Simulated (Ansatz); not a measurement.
# Starting-point dependence of the GW gap of MoS2 (P6_3/mmc), part 2 of 2

One-shot GW is not self-consistent; how far does the start matter for MoS2 (P6_3/mmc)?

Ansatz 0.2.0; G0W0 on several functionals, plane waves, PAW. Known limits of the many-body steps: not at the basis limit; no spin-orbit coupling; coarse k mesh.

So far. Step 4 (G0W0 on r2SCAN): Against the run with 6×6×2 mesh, 243 empty bands, screening to 100 eV on PBE, the gap moves by +0.07 eV, while the start moved by +0.10 eV. Step 5 (G0W0 on HSE06): Against the run with 6×6×2 mesh, 243 empty bands, screening to 100 eV on r2SCAN, the gap moves by +0.14 eV, while the start moved by +0.45 eV.

The database entry behind the starting cell differs from later determinations by our own check (about 0.3 % long), so it need not match the best structure at ambient conditions.

In doubt: masses and optical values from hybrid runs of this build are listed as unsure (steps 5, 6, 7), which bears on the screening that GW takes from such a start.

## 6. G0W0 on PBE0

This step: G0W0 on PBE0, plane waves, PAW.

Contents of input.yaml:

```yaml
crystal:
  lattice:
    - [3.169, 0.0, 0.0]
    - [-1.5845, 2.7444345046, 0.0]
    - [0.0, 0.0, 12.324]
  atoms:
    - { symbol: Mo, position: [0.3333333333, 0.6666666667, 0.25] }
    - { symbol: Mo, position: [0.6666666667, 0.3333333333, 0.75] }
    - { symbol: S, position: [0.3333333333, 0.6666666667, 0.623] }
    - { symbol: S, position: [0.6666666667, 0.3333333333, 0.123] }
    - { symbol: S, position: [0.3333333333, 0.6666666667, 0.877] }
    - { symbol: S, position: [0.6666666667, 0.3333333333, 0.377] }
kpoints:
  mp_grid: { grid: [6, 6, 2] }
hamiltonian:
  xc: pbe0
scf:
  occupations: { method: fixed }
gw:
  n_empty_bands: 243
  ecut_chi: 100
  qp_bands: [v2, c2]
  qp_kpoints: band_edges
  screening: { model: contour_deformation }
```

Command:

```bash
$ ansatz run input.yaml --threads 3 --pin off --max-ram 92160MiB --backend cuda --events-out ev --progress --plain --runs-dir out --devices 1 --max-vram 13GiB
```

Numbers of over 12 decimals in the logs are rounded to 6 here.

What it wrote:

```text
GPUs: using 1 of 1 available (devices: 1).
[...]
GPU FFT provider: cuFFT
GPU libraries: cuBLAS 13.8.2, cuFFT 12.4.0, cuSOLVER 12.3.4
Crystal: 6 atoms, lattice volume = 107.183 Å³
Basis set: ecut = 420 eV, 2081 PW (Γ)
Bands: 32, of which v1, the nominal top of the filled ones, is band 26 counted from 1 (25 counted from 0)
Symmetry: 24 space group operations
[...]
k-points: 14 of 72
[...]
1    27     13.7031   -13.5349    -4.0219   -17.5654  0.7836    13.7117    13.7117  root
     1    28     13.7031   -13.5349    -4.0219   -17.5654  0.7836    13.7117    13.7117  root
[...]
13    25      9.4823   -19.0984     0.5023   -19.1533  0.7847    10.0376    10.0395  root
    13    26      9.4823   -19.0984     0.5023   -19.1533  0.7847    10.0376    10.0395  root
    13    27     12.3605   -15.9612    -3.5776   -19.6844  0.7801    12.5063    12.5061  root
    13    28     12.3605   -15.9612    -3.5776   -19.6844  0.7801    12.5063    12.5061  root
[key lines of the parts left out:]
Free energy (F): -13531.529881 eV
Fermi energy:    10.188729 eV
```

Run time: 47 s. Hardware: 1 × NVIDIA H100 80GB HBM3 (shared by 6 runs) with 3 threads of AMD EPYC 7R13 (Zen 3), shared host; peak memory 1.7 GiB.

This step gave:

```yaml
bands_summed: 269
rpa_eps_infinity_on_this_mesh_eigenvalues: 4.746, 10.37, 10.37
plane_waves_in_the_screening_matrix: 255
g0w0_gap_on_the_mesh: 1.551 eV
k_of_the_valence_top: 0, 0, 0
k_of_the_conduction_bottom: 0.1667, 0.1667, 0
starting_gap_on_the_mesh: 2.111 eV
least_direct_g0w0_gap_on_the_computed_points: 2.359 eV
```

Against the run with 6×6×2 mesh, 243 empty bands, screening to 100 eV on HSE06, the gap moves by +0.13 eV, while the start moved by +0.67 eV.

## 7. G0W0 on Hartree-Fock

This step: G0W0 on Hartree-Fock, plane waves, PAW.

Changes to input.yaml since step 6:

```diff
@@ -15,3 +15,3 @@
 hamiltonian:
-  xc: pbe0
+  xc: hf
 scf:
```

What it wrote:

```text
GPUs: using 1 of 1 available (devices: 1).
[...]
GPU FFT provider: cuFFT
GPU libraries: cuBLAS 13.8.2, cuFFT 12.4.0, cuSOLVER 12.3.4
Crystal: 6 atoms, lattice volume = 107.183 Å³
Basis set: ecut = 420 eV, 2081 PW (Γ)
Bands: 32, of which v1, the nominal top of the filled ones, is band 26 counted from 1 (25 counted from 0)
Symmetry: 24 space group operations
[...]
k-points: 14 of 72
[...]
1    27     17.6342   -13.0754    -3.3819   -13.1007  0.8531    14.3208    14.2776  root
     1    28     17.6342   -13.0754    -3.3819   -13.1007  0.8531    14.3208    14.2776  root
[...]
13    25      9.0368   -18.4196     0.4371   -18.3440  0.8593     9.3980     9.3984  root
    13    26      9.0368   -18.4196     0.4371   -18.3440  0.8593     9.3980     9.3984  root
    13    27     14.7993   -15.9591    -2.5938   -16.0349  0.8545    12.2982    12.2812  root
    13    28     14.7993   -15.9591    -2.5938   -16.0349  0.8545    12.2982    12.2812  root
[key lines of the parts left out:]
Free energy (F): -13361.528927 eV
Fermi energy:    9.145647 eV
```

Elapsed: 44 s, on 1 × NVIDIA H100 80GB HBM3 (shared by 6 runs) with 3 threads; peak memory 1.7 GiB; 46 s of CPU time.

Numbers from this step:

* bands summed: 269
* RPA ε∞ on this mesh (eigenvalues): 3.113, 5.496, 5.496
* plane waves in the screening matrix: 255
* G0W0 gap on the mesh: 2.195 eV
* k of the valence top: 0, 0, 0
* k of the conduction bottom: 0.3333, 0.3333, 0
* starting gap on the mesh: 5.652 eV
* least direct G0W0 gap on the computed points: 2.783 eV

Against the run with 6×6×2 mesh, 243 empty bands, screening to 100 eV on PBE0, the gap moves by +0.64 eV, while the start moved by +3.54 eV.

## 8. The starts together

All on the 6×6×2 mesh with 243 empty bands and screening to 100 eV. Times are wall times on 1 × NVIDIA H100 80GB HBM3 (shared by 6 runs) with 3 threads of AMD EPYC 7R13 (Zen 3), shared host, good to a factor of about two.

| start | starting gap (eV) | shift (eV) | G0W0 gap (eV) | RPA ε∞ (harmonic mean) | Z (valence, conduction) | time |
| --- | --- | --- | --- | --- | --- | --- |
| LDA | 0.81 | +0.36 | 1.17 | 10.75 | 0.74, 0.75 | 14 s |
| PBE | 0.89 | +0.32 | 1.21 | 10.31 | 0.74, 0.75 | 19 s |
| r2SCAN | 0.99 | +0.29 | 1.28 | 9.56 | 0.75, 0.76 | 21 s |
| HSE06 | 1.44 | −0.02 | 1.42 | 8.32 | 0.77, 0.78 | 33 s |
| PBE0 | 2.11 | −0.56 | 1.55 | 7.44 | 0.78, 0.79 | 47 s |
| Hartree-Fock | 5.65 | −3.46 | 2.19 | 4.38 | 0.86, 0.85 | 44 s |

How the two edges are built up, in eV (the quasiparticle level is the starting level plus Σx plus Σc less Vxc):

| run | edge | start | Σx | Σc | Vxc | Z | QP |
| --- | --- | --- | --- | --- | --- | --- | --- |
| LDA | valence top | 10.67 | -19.68 | 0.59 | -19.35 | 0.74 | 10.92 |
| LDA | conduction bottom | 11.48 | -13.28 | -3.82 | -17.71 | 0.75 | 12.10 |
| PBE | valence top | 10.90 | -19.74 | 0.66 | -19.18 | 0.74 | 11.00 |
| PBE | conduction bottom | 11.78 | -13.37 | -3.77 | -17.56 | 0.75 | 12.21 |
| r2SCAN | valence top | 10.79 | -19.84 | 0.70 | -19.28 | 0.75 | 10.93 |
| r2SCAN | conduction bottom | 11.78 | -13.46 | -3.74 | -17.63 | 0.76 | 12.21 |
| HSE06 | valence top | 10.52 | -19.78 | 0.73 | -19.31 | 0.77 | 10.79 |
| HSE06 | conduction bottom | 11.97 | -13.13 | -3.69 | -17.06 | 0.78 | 12.21 |

For a hybrid start, Vxc holds its share of exact exchange.

## 9. What came out

* G0W0@LDA: 1.17 eV (start 0.81 eV)
* G0W0@PBE: 1.21 eV (start 0.89 eV)
* G0W0@r2SCAN: 1.28 eV (start 0.99 eV)
* G0W0@HSE06: 1.42 eV (start 1.44 eV)
* G0W0@PBE0: 1.55 eV (start 2.11 eV)
* G0W0@Hartree-Fock: 2.19 eV (start 5.65 eV)
* known limits: not at the basis limit; no spin-orbit coupling; coarse k mesh

**Reading.** The starting gaps span 4.84 eV and the G0W0 gaps 1.02 eV. Between LDA and Hartree-Fock, 1.02 eV of the 4.84 eV survives, 21 %. Hartree-Fock screens less than LDA (ε∞ 4.38 against 10.75). Of the 1.02 eV by which its G0W0 gap is higher, the correlation part gives +0.71 eV, and exchange with the one-particle terms, which follow the orbitals, +0.31 eV. On PBE0 and Hartree-Fock the correction is negative: that start lies above its own G0W0 value. The smallest correction, −0.02 eV, is on HSE06, the start nearest to reproducing itself. Bands and cutoff are finite, so the gap is not at the basis limit. The miss can reach some tenths of an eV and take either sign; the mesh is an error of its own. The 6×6×2 mesh is coarse for this cell (its supercell is 19 Å along the shortest edge). The RPA ε∞ on it, from the LDA start, is 6.64 and 15.55; such meshes misread the long-range screening, most where the gap is narrow. The program warns that the mesh is coarse for exact exchange, which bears on the hybrid start's gap. The many-body steps are scalar-relativistic: spin-orbit coupling is not in them.

[Paths, hosts, dates, memory and timing lines, banners, echoed tables and standing remarks are left out of the program output.]

[Logs are printed without paths, hosts, clocks, repeated set-up lines and the standing remarks that a program may print on its own settings, such as how far it seeks lower states.]

[Runs of the session that timed out or met a known fault of the program may be left out.]

[Cells called generated may have been cut or substituted from an entry of the Crystallography Open Database or the Materials Project.]

[Hosts, paths, dates, database ids (printed as entryN), source tags and the programs' standing remarks are cut or masked in the printed files.]
